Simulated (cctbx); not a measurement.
# Lattice, Laue class and space group of a new crystal

Cell: a = 7.2360 Å, b = 7.2360 Å, c = 3.7650 Å, α = 90.00°, β = 90.00°, γ = 120.00°. Expected content of the cell: Bi2 Ta6 P1.

The data are simulated with cctbx, not measured: Cu Kα, λ = 1.54184 Å, to d = 0.8 Å, 50 % of the full sphere, strongest reflection 5000 counts, noise from counting, a 3 % proportional error and a noise floor of 8 counts (s.d.); no absorption.

A first pass over the reflections prints:

```text
697 reflections to d = 0.802 A
centring   violations  <I/sigma> of those
    A        303 of   350     11.3
    B        313 of   354     11.4
    C        294 of   344     11.8
    I        316 of   360     11.4
    R        403 of   477     11.1
    F        455 of   524     11.5
Laue class    unique    Rint  (classes that these axes allow; Friedel mates merged)
P -1              525   0.050
P 1 1 2/m         363   0.052
P -3              229   0.053
P -3 1 m          136   0.056
P -3 m 1          146   0.056
P 6/m             136   0.056
P 6/m m m          93   0.058
space group    extra absences  I>4sigma  <I/sigma>
P 6 2 2                 0          0         -  acentric
P 6 m m                 0          0         -  acentric
P -6 m 2                0          0         -  acentric
P -6 2 m                0          0         -  acentric
P 6/m m m               0          0         -  centric
Wilson B = 0.98 A^2   <|E^2-1|> = 0.625 (0.968 centric, 0.736 acentric)   E^2>4: 0.0 %
shell (A)         n   <I/sigma>
 6.27 - 1.53     20     25.5
 1.53 - 1.22     11     34.2
 1.22 - 1.06     14     32.7
 1.06 - 0.97     12     19.0
 0.97 - 0.90     11     23.9
 0.90 - 0.84     14     24.8
 0.84 - 0.80     11     21.1
```

Q: Read the symmetry from these tables.

Every centring test has many violations, so the lattice is primitive.

Rint stays low (0.050 to 0.058) up to P 6/m m m, the highest class in these axes.

5 settings pass the absence test. No glide or screw absences show, which leaves P 6 2 2, P 6 m m, P -6 m 2, P -6 2 m and P 6/m m m.

⟨|E²−1|⟩ = 0.625 leans to a non-centrosymmetric structure, or to twinning, which lowers it. The Wilson B of 0.98 Å² means U ≈ 0.0124 Å².

The true group is P-62m (no. 189), Laue class 6/mmm, non-centrosymmetric. The tables only narrow the choice to the tied entries; cell content, site symmetry and trial solutions must settle it.

The model was made for the exercise: a known structure type with other elements put in, its volume estimated, not relaxed; displacement parameters are assumed.

[Logs are printed without paths, hosts, clocks, repeated set-up lines and the standing remarks that a program may print on its own settings, such as how far it seeks lower states.]
